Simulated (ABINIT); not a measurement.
## Ba2MgH6 (P-3m1): changed settings of a GW run in ABINIT

What do changed inputs do to GW on Ba2MgH6 (P-3m1)?

Method: LDA and many-body steps on it, plane waves, in ABINIT 10.8.3.

## (1) The starting structure

The structure is trigonal, space group P-3m1 (No. 164). Conventional cell: a = 5.718 Å, b = 5.718 Å, c = 4.538 Å, α = 90.00°, β = 90.00°, γ = 120.00°. Ba has 12 H at 2.75 to 2.87 Å nearest. Nearest to Mg lie 6 H at 1.97 Å. H has 1 Mg at 1.97 Å and 4 H at 2.65 to 2.80 Å and 4 Ba at 2.75 to 2.87 Å nearest. Farther neighbours are not listed.

As a file:

```cif
data_structure
_symmetry_space_group_name_H-M 'P-3m1'
_symmetry_Int_Tables_number 164
_cell_length_a 5.7178
_cell_length_b 5.7178
_cell_length_c 4.5383
_cell_angle_alpha 90.000
_cell_angle_beta 90.000
_cell_angle_gamma 120.000
_cell_volume 128.49
loop_
_atom_site_label
_atom_site_type_symbol
_atom_site_symmetry_multiplicity
_atom_site_Wyckoff_symbol
_atom_site_fract_x
_atom_site_fract_y
_atom_site_fract_z
_atom_site_occupancy
Ba1 Ba 2 d 0.66667 0.33333 0.26704 1
Mg1 Mg 1 a 0.00000 0.00000 0.00000 1
H1 H 6 i 0.82963 0.65927 0.77533 1
```

The cell and positions are those that the Materials Project relaxed with its own functionals (PBE, PBE+U or r2SCAN), kept fixed. Spin-orbit coupling is left out unless a step names it.

## (2) Screening, 3×3×2 mesh, 115 bands, screening to 122.5 eV

This step: ABINIT 10.8.3; RPA screening on LDA, plane waves, norm-conserving pseudopotentials.

The RPA dielectric matrix is built and inverted for each q.

The input, run.abi:

```
acell 3*1.0 Angstrom
rprim 
  5.717818886904 0.000000000024 0.000000000000
  -2.858909443473 4.951776410285 0.000000000000
  0.000000000000 0.000000000000 4.538310090000
ntypat 3
znucl 56 12 1
natom 9
typat 1 1 2 3 3 3 3 3 3
xred 
  0.666666666667 0.333333333333 0.267038260000
  0.333333333333 0.666666666667 0.732961740000
  0.000000000000 0.000000000000 0.000000000000
  0.829634400000 0.659268800000 0.775326710000
  0.829634400000 0.170365600000 0.775326710000
  0.340731200000 0.170365600000 0.775326710000
  0.170365600000 0.340731200000 0.224673290000
  0.170365600000 0.829634400000 0.224673290000
  0.659268800000 0.829634400000 0.224673290000
pp_dirpath "pseudos"
pseudos "Ba.upf, Mg.upf, H.upf"
ecut 38
ngkpt 3 3 2
nshiftk 1
shiftk 0 0 0
kptopt 1
chksymbreak 0
istwfk *1
occopt 1
irdwfk 1
optdriver 3
nband 115
ecuteps 4.5
inclvkb 2
awtr 1
symchi 1
indata_prefix "in"
outdata_prefix "out"
tmpdata_prefix "tmp"
```

Launch:

```sh
$ OMP_NUM_THREADS=1 mpirun -n 4 abinit run.abi > log
```

Output:

```text
.Version 10.8.3 of ABINIT. v10.8.2 released Aug 2026.

 Symmetries : space group P-3 m 1 (#164); Bravais hP (primitive hexag.)
[... echo of the input left out ...]
== DATASET  1 ==================================================================
-   mpi_nproc: 4, omp_nthreads: 1 (-1 if OMP is not activated)

--- !DatasetInfo
iteration_state: {dtset: 1, }
dimensions: {natom: 9, nkpt: 6, mband: 115, nsppol: 1, nspinor: 1, nspden: 1, mpw: 9726, }
cutoff_energies: {ecut:  38.0, pawecutdg:  -1.0, }
electrons: {nelect:   3.60000000E+01, charge:   0.00000000E+00, occopt:   1.00000000E+00, tsmear:   1.00000000E-02, }

 SCREENING: Calculation of the susceptibility and dielectric matrices

 Based on a program developped by R.W. Godby, V. Olevano, G. Onida, and L. Reining.
 Incorporated in ABINIT by V. Olevano, G.-M. Rignanese, and M. Torrent.
.Using double precision arithmetic ; gwpc =  8

[... cell and pseudopotentials left out ...]
--------------------------------------------------------------------------------

 ==== K-mesh for the wavefunctions ====
 Number of points in the irreducible wedge :     6
[... list of points left out ...]
 Together with 12 symmetry operations and time-reversal symmetry
 yields    18 points in the full Brillouin Zone.

 ==== Q-mesh for the screening function ====
 Number of points in the irreducible wedge :     6
[... list of points left out ...]
 Together with 12 symmetry operations and time-reversal symmetry
 yields    18 points in the full Brillouin Zone.

 setmesh: FFT mesh size selected  =    36x   36x   32
          total number of points  =        41472

 vcoul_init : cutoff-mode = AUXILIARY_FUNCTION
 q-points for optical limit:   1
     1)      0.000010    0.000020    0.000030

- screening: taking advantage of time-reversal symmetry
- Maximum band index for partially occupied states nbvw = 18
- Remaining bands to be divided among processors   nbcw = 97
- Number of bands treated by each node ~24

 Number of electrons calculated from density =   36.0000; Expected =   36.0000
 average of density, n =  0.041516
 r_s =    1.7916
 omega_plasma =   19.6547 [eV]

 calculating chi0 at frequencies [eV] :
  1    0.000000E+00    0.000000E+00
  2    0.000000E+00    1.965467E+01

--------------------------------------------------------------------------------
  q-point number  1        q = ( 0.000000, 0.000000, 0.000000) [r.l.u.]
--------------------------------------------------------------------------------
[... chi0 elements left out ...]
 For q-point:  0.000010 0.000020 0.000030
  dielectric constant =   6.1205
  dielectric constant without local fields =   6.8364

  Average fulfillment of the sum rule on Im[epsilon] for q-point    1 :     67.43  [%]
[... wings left out ...]
  q-point number  2        q = ( 0.333333, 0.000000, 0.000000) [r.l.u.]
--------------------------------------------------------------------------------
[... chi0 elements left out ...]
  Average fulfillment of the sum rule on Im[epsilon] for q-point    2 :     75.58  [%]

 [... 4 further q-points ...]
```

Elapsed: 43 s, on 4 MPI ranks of Arm Neoverse V1, shared host; peak memory 1.4 GiB; 2.8 min of CPU time.

Numbers from this step:

| Property | Result |
| --- | --- |
| ε∞ with local fields, on this mesh, along the program's q direction | 6.120 |
| the same without local fields | 6.836 |
| plasma frequency | 19.65 eV |
| plane waves in the screening matrix | 381 |

Local fields lower ε∞ by 10 %. On a Γ-centred mesh this coarse the value itself is usually too large, while a short band sum pulls it down.

## (3) Base

The self-energy is evaluated for the states that the input lists, and the levels follow from it, in one-shot runs by the linearised quasiparticle equation.

This step: G0W0 on LDA, plane waves, norm-conserving pseudopotentials.

Changes to run.abi since step 2:

```diff
@@ -30,8 +30,17 @@
 irdwfk 1
-optdriver 3
+optdriver 4
 nband 115
+gwcalctyp 0
+ecutsigx 38
+symsigma 1
+nkptgw 2
+kptgw 
+  0.3333333333 0.0000000000 0.0000000000
+  0.0000000000 0.0000000000 0.0000000000
+bdgw 
+  17 20
+  17 21
 ecuteps 4.5
-inclvkb 2
-awtr 1
-symchi 1
+irdscr 1
+ppmodel 1
 indata_prefix "in"
```

Output:

```text
.Version 10.8.3 of ABINIT. v10.8.2 released Aug 2026.

 Symmetries : space group P-3 m 1 (#164); Bravais hP (primitive hexag.)
[... echo of the input left out ...]
== DATASET  1 ==================================================================
-   mpi_nproc: 4, omp_nthreads: 1 (-1 if OMP is not activated)

--- !DatasetInfo
iteration_state: {dtset: 1, }
dimensions: {natom: 9, nkpt: 6, mband: 115, nsppol: 1, nspinor: 1, nspden: 1, mpw: 9726, }
cutoff_energies: {ecut:  38.0, pawecutdg:  -1.0, }
electrons: {nelect:   3.60000000E+01, charge:   0.00000000E+00, occopt:   1.00000000E+00, tsmear:   1.00000000E-02, }

 SIGMA: Calculation of the GW corrections

 Based on a program developped by R.W. Godby, V. Olevano, G. Onida, and L. Reining.
 Incorporated in ABINIT by V. Olevano, G.-M. Rignanese, and M. Torrent.
.Using double precision arithmetic ; gwpc =  8

[... cell and pseudopotentials left out ...]
--------------------------------------------------------------------------------

 ==== K-mesh for the wavefunctions ====
 Number of points in the irreducible wedge :     6
[... list of points left out ...]
 Together with 12 symmetry operations and time-reversal symmetry
 yields    18 points in the full Brillouin Zone.

 ==== Q-mesh for screening function ====
 Number of points in the irreducible wedge :     6
[... list of points left out ...]
 Together with 12 symmetry operations and time-reversal symmetry
 yields    18 points in the full Brillouin Zone.

 vcoul_init : cutoff-mode = AUXILIARY_FUNCTION
 q-points for optical limit:   1
     1)      0.000010    0.000020    0.000030
 setmesh: FFT mesh size selected  =    54x   54x   48
          total number of points  =       139968

 Number of electrons calculated from density =   36.0000; Expected =   36.0000
 average of density, n =  0.041516
 r_s =    1.7916
 omega_plasma =   19.6547 [eV]

 === KS Band Gaps ===
  >>>> For spin  1
   Minimum direct gap =   2.7286 [eV], located at k-point      :   0.0000  0.0000  0.0000
   Fundamental gap    =   2.6073 [eV], Top of valence bands at :   0.3333  0.0000  0.0000
                                       Bottom of conduction at :   0.0000  0.0000  0.0000
 SIGMA fundamental parameters:
 PLASMON POLE MODEL  1
 number of plane-waves for SigmaX                 9653
 number of plane-waves for SigmaC and W            381
 number of plane-waves for wavefunctions          9653
 number of bands                                   115
 number of independent spin polarizations            1
 number of spinorial components                      1
 number of k-points in IBZ                           6
 number of q-points in IBZ                           6
 number of symmetry operations                      12
 number of k-points in BZ                           18
 number of q-points in BZ                           18
 number of frequencies for dSigma/dE                 9
 frequency step for dSigma/dE [eV]                0.25
 number of omega for Sigma on real axis              0
 max omega for Sigma on real axis  [eV]           0.00
 zcut for avoiding poles [eV]                     0.10

 EPSILON^-1 parameters (SCR file):
 dimension of the eps^-1 matrix on file            381
 dimension of the eps^-1 matrix used               381
 number of plane-waves for wavefunctions          9653
 number of bands                                   115
 number of q-points in IBZ                           6
 number of frequencies                               2
 number of real frequencies                          1
 number of imag frequencies                          1

 matrix elements of self-energy operator (all in [eV])

 Perturbative Calculation

--- !SelfEnergy_ee
iteration_state: {dtset: 1, }
kpoint     : [   0.333,    0.000,    0.000, ]
spin       : 1
KS_gap     :    3.236
QP_gap     :    4.922
Delta_QP_KS:    1.687
data: !SigmaeeData |
     Band     E0 <VxcDFT>   SigX SigC(E0)      Z dSigC/dE  Sig(E)    E-E0       E
       17   2.791 -10.749 -13.691   2.051   0.779  -0.283 -11.444  -0.695   2.096
       18   3.309 -10.983 -13.836   1.957   0.782  -0.279 -11.683  -0.700   2.609
       19   6.545  -9.314  -4.491  -3.615   0.817  -0.225  -8.328   0.986   7.531
       20   6.673  -9.659  -4.626  -3.744   0.814  -0.229  -8.610   1.049   7.723

--- !SelfEnergy_ee
iteration_state: {dtset: 1, }
kpoint     : [   0.000,    0.000,    0.000, ]
spin       : 1
KS_gap     :    2.729
QP_gap     :    4.308
Delta_QP_KS:    1.579
data: !SigmaeeData |
     Band     E0 <VxcDFT>   SigX SigC(E0)      Z dSigC/dE  Sig(E)    E-E0       E
       17   3.188 -10.948 -13.800   1.979   0.782  -0.278 -11.631  -0.683   2.505
       18   3.188 -10.948 -13.800   1.979   0.782  -0.278 -11.631  -0.683   2.505
       19   5.916  -9.024  -4.632  -3.301   0.821  -0.218  -8.128   0.896   6.812
       20   7.049  -9.780  -4.575  -3.860   0.812  -0.231  -8.688   1.092   8.141
       21   7.049  -9.780  -4.575  -3.860   0.812  -0.231  -8.688   1.092   8.141

== END DATASET(S) ==============================================================
================================================================================

 -outvars: echo values of variables after computation  --------
           etotal      0.0000000000E+00
            nband         115
             nkpt           6
          spgroup         164
 [... the other variables as echoed above ...]

 Calculation completed.
```

It took 20 s on 4 MPI ranks; peak memory 1.1 GiB.

Numbers from this step:

* G0W0 gap on the points computed: 4.203 eV
* starting gap on the mesh: 2.607 eV
* k of the valence top: 0.3333, 0, 0
* k of the conduction bottom: 0, 0, 0
* Z at the valence top: 0.782
* Z at the conduction bottom: 0.821
* least direct G0W0 gap on the computed points: 4.307 eV

The gap on the mesh goes from 2.61 eV to 4.20 eV, a correction of +1.60 eV.

## (4) Coulomb singularity

Changes to run.abi since step 3:

```diff
@@ -45,2 +45,3 @@
 ppmodel 1
+gw_icutcoul 3
 indata_prefix "in"
```

Output:

```text
.Version 10.8.3 of ABINIT. v10.8.2 released Aug 2026.

 Symmetries : space group P-3 m 1 (#164); Bravais hP (primitive hexag.)
[... echo of the input left out ...]
== DATASET  1 ==================================================================
-   mpi_nproc: 4, omp_nthreads: 1 (-1 if OMP is not activated)

--- !DatasetInfo
iteration_state: {dtset: 1, }
dimensions: {natom: 9, nkpt: 6, mband: 115, nsppol: 1, nspinor: 1, nspden: 1, mpw: 9726, }
cutoff_energies: {ecut:  38.0, pawecutdg:  -1.0, }
electrons: {nelect:   3.60000000E+01, charge:   0.00000000E+00, occopt:   1.00000000E+00, tsmear:   1.00000000E-02, }

 SIGMA: Calculation of the GW corrections

 Based on a program developped by R.W. Godby, V. Olevano, G. Onida, and L. Reining.
 Incorporated in ABINIT by V. Olevano, G.-M. Rignanese, and M. Torrent.
.Using double precision arithmetic ; gwpc =  8

[... cell and pseudopotentials left out ...]
--------------------------------------------------------------------------------

 ==== K-mesh for the wavefunctions ====
 Number of points in the irreducible wedge :     6
[... list of points left out ...]
 Together with 12 symmetry operations and time-reversal symmetry
 yields    18 points in the full Brillouin Zone.

 ==== Q-mesh for screening function ====
 Number of points in the irreducible wedge :     6
[... list of points left out ...]
 Together with 12 symmetry operations and time-reversal symmetry
 yields    18 points in the full Brillouin Zone.

 vcoul_init : cutoff-mode = CRYSTAL
 q-points for optical limit:   1
     1)      0.000010    0.000020    0.000030
 setmesh: FFT mesh size selected  =    54x   54x   48
          total number of points  =       139968

 Number of electrons calculated from density =   36.0000; Expected =   36.0000
[...]
number of omega for Sigma on real axis              0
 max omega for Sigma on real axis  [eV]           0.00
 zcut for avoiding poles [eV]                     0.10

 EPSILON^-1 parameters (SCR file):
 dimension of the eps^-1 matrix on file            381
 dimension of the eps^-1 matrix used               381
 number of plane-waves for wavefunctions          9653
 number of bands                                   115
 number of q-points in IBZ                           6
 number of frequencies                               2
 number of real frequencies                          1
 number of imag frequencies                          1

 matrix elements of self-energy operator (all in [eV])

 Perturbative Calculation

--- !SelfEnergy_ee
iteration_state: {dtset: 1, }
kpoint     : [   0.333,    0.000,    0.000, ]
spin       : 1
KS_gap     :    3.236
QP_gap     :    4.929
Delta_QP_KS:    1.693
data: !SigmaeeData |
     Band     E0 <VxcDFT>   SigX SigC(E0)      Z dSigC/dE  Sig(E)    E-E0       E
       17   2.791 -10.749 -13.774   2.085   0.778  -0.285 -11.480  -0.732   2.059
       18   3.309 -10.983 -13.918   1.991   0.781  -0.281 -11.720  -0.737   2.572
       19   6.545  -9.314  -4.491  -3.649   0.815  -0.227  -8.358   0.956   7.501
[...]
--- !SelfEnergy_ee
iteration_state: {dtset: 1, }
kpoint     : [   0.000,    0.000,    0.000, ]
spin       : 1
KS_gap     :    2.729
QP_gap     :    4.314
Delta_QP_KS:    1.585
data: !SigmaeeData |
     Band     E0 <VxcDFT>   SigX SigC(E0)      Z dSigC/dE  Sig(E)    E-E0       E
[...]
20   7.049  -9.780  -4.575  -3.894   0.811  -0.233  -8.718   1.062   8.111
       21   7.049  -9.780  -4.575  -3.894   0.811  -0.233  -8.718   1.062   8.111

== END DATASET(S) ==============================================================
================================================================================

 -outvars: echo values of variables after computation  --------
           etotal      0.0000000000E+00
            nband         115
             nkpt           6
          spgroup         164
 [... the other variables as echoed above ...]

 Calculation completed.
```

It took 20 s on 4 MPI ranks; peak memory 1.1 GiB; 80 s of CPU time.

This step gave:

```yaml
g0w0_gap_on_the_points_computed: 4.21 eV
starting_gap_on_the_mesh: 2.607 eV
k_of_the_valence_top: 0.3333, 0, 0
k_of_the_conduction_bottom: 0, 0, 0
z_at_the_valence_top: 0.781
z_at_the_conduction_bottom: 0.82
least_direct_g0w0_gap_on_the_computed_points: 4.314 eV
```

Against G0W0 in ABINIT (3×3×2 mesh, 115 bands, screening to 122.5 eV, Godby-Needs plasmon pole), the gap moves by +0.007 eV.

## (5) Side by side

Times are wall times on 4 MPI ranks of Arm Neoverse V1, shared host, good to a factor of about two. A run's time includes the screening step that it read.

```tsv
run	mesh	bands	screening cutoff (eV)	DFT gap (eV)	gap on the mesh (eV)	direct (eV)	ε∞ used	time
base	3×3×2	115	122.5	2.607	4.203	4.307	6.12	63 s
Coulomb singularity	3×3×2	115	122.5	2.607	4.210	4.314	6.12	63 s
```

## (6) Outcome

| Item | Value |
| --- | --- |
| base | 4.203 eV |
| Coulomb singularity | 4.210 eV |
| known limits | not at the basis limit; no spin-orbit coupling; coarse k mesh |

Coulomb singularity: +0.007 eV against base (keys changed: gw_icutcoul). Bands and cutoff are finite, so the gap is not at the basis limit. The miss can reach some tenths of an eV and take either sign; the mesh is an error of its own. In the G0W0 runs levels were corrected at 2 k points alone, so a gap called «on the mesh» is the least over those, and an edge elsewhere would be missed. The 3×3×2 mesh is coarse for this cell, which bears on the long-range parts of exchange and screening. The many-body steps are scalar-relativistic: spin-orbit coupling is not in them.

[Paths, hosts, dates, memory and timing lines, banners, echoed tables and standing remarks are left out of the program output.]

[Logs are printed without paths, hosts, clocks, repeated set-up lines and the standing remarks that a program may print on its own settings, such as how far it seeks lower states.]

[Runs of the session that timed out or met a known fault of the program may be left out.]

[Hosts, paths, dates, database ids (printed as entryN), source tags and the programs' standing remarks are cut or masked in the printed files.]

[G0W0 gaps are taken among the corrected bands and points alone; a level outside them can change the order at an edge.]

[Where Ansatz stands beside ABINIT at settings called matched, ABINIT's density can come from a denser mesh and the files from another edition; pairs whose starting gaps differed by over 0.03 eV were left out, so agreement reads better than it is.]
